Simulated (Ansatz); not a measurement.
Whose spectrum is this?

Method: Ansatz, r2SCAN, independent particles, without spin-orbit coupling, line width 0.1 eV (Gaussian); metals get a typed carrier damping. The response is along the first axis of the cell.

E (eV), Im ε and a bar:
```
     0.00       0.00 
     0.25       0.00 
     0.50       0.00 
     0.75       0.00 
     1.00       0.00 
     1.25       0.00 
     1.50       0.00 
     1.75       0.00 
     2.00       0.00 
     2.25       0.00 
     2.50       0.00 
     2.75       0.00 
     3.00       0.00 
     3.25       0.00 
     3.50       0.00 
     3.75       0.00 
     4.00       0.00 
     4.25       0.00 
     4.50       0.00 
     4.75       0.39 ##
     5.00       1.08 #######
     5.25       1.36 ########
     5.50       2.75 #################
     5.75       4.85 ##############################
     6.00       3.70 #######################
     6.25       3.19 ####################
     6.50       3.05 ###################
     6.75       2.34 ##############
     7.00       3.36 #####################
     7.25       3.36 #####################
     7.50       3.73 #######################
     7.75       4.71 #############################
     8.00       4.22 ##########################
     8.25       2.43 ###############
     8.50       1.99 ############
     8.75       2.23 ##############
     9.00       2.26 ##############
     9.25       2.75 #################
     9.50       3.74 #######################
     9.75       3.16 ####################
    10.00       2.60 ################
    10.25       2.12 #############
    10.50       2.28 ##############
    10.75       2.34 ##############
    11.00       2.01 ############
    11.25       2.27 ##############
    11.50       2.62 ################
    11.75       2.65 ################
    12.00       2.47 ###############
    12.25       2.72 #################
    12.50       2.65 ################
    12.75       1.85 ###########
    13.00       1.46 #########
    13.25       1.27 ########
    13.50       1.39 #########
    13.75       1.12 #######
    14.00       1.08 #######
```

Task: Which of these systems gave the spectrum?
A. K2CdSe2O6 (R-3m)
B. SnO2 (Imma)
C. SnSe (Pnma)
D. BaZrO3 (Pm-3m)

Result: A. K2CdSe2O6 (R-3m): least direct gap 4.79 eV, ε∞ = 3.49 along the first axis, strongest peak along the first axis at 5.77 eV. The others: SnSe (Pnma), least direct gap 0.99 eV, ε∞ = 14.80 along the first axis, strongest peak along the first axis at 2.25 eV; SnO2 (Imma), least direct gap 1.27 eV, ε∞ = 4.52 along the first axis, strongest peak along the first axis at 9.05 eV; BaZrO3 (Pm-3m), least direct gap 3.97 eV, ε∞ = 4.49 along the first axis, strongest peak along the first axis at 6.85 eV.

[Logs are printed without paths, hosts, clocks, repeated set-up lines and the standing remarks that a program may print on its own settings, such as how far it seeks lower states.]
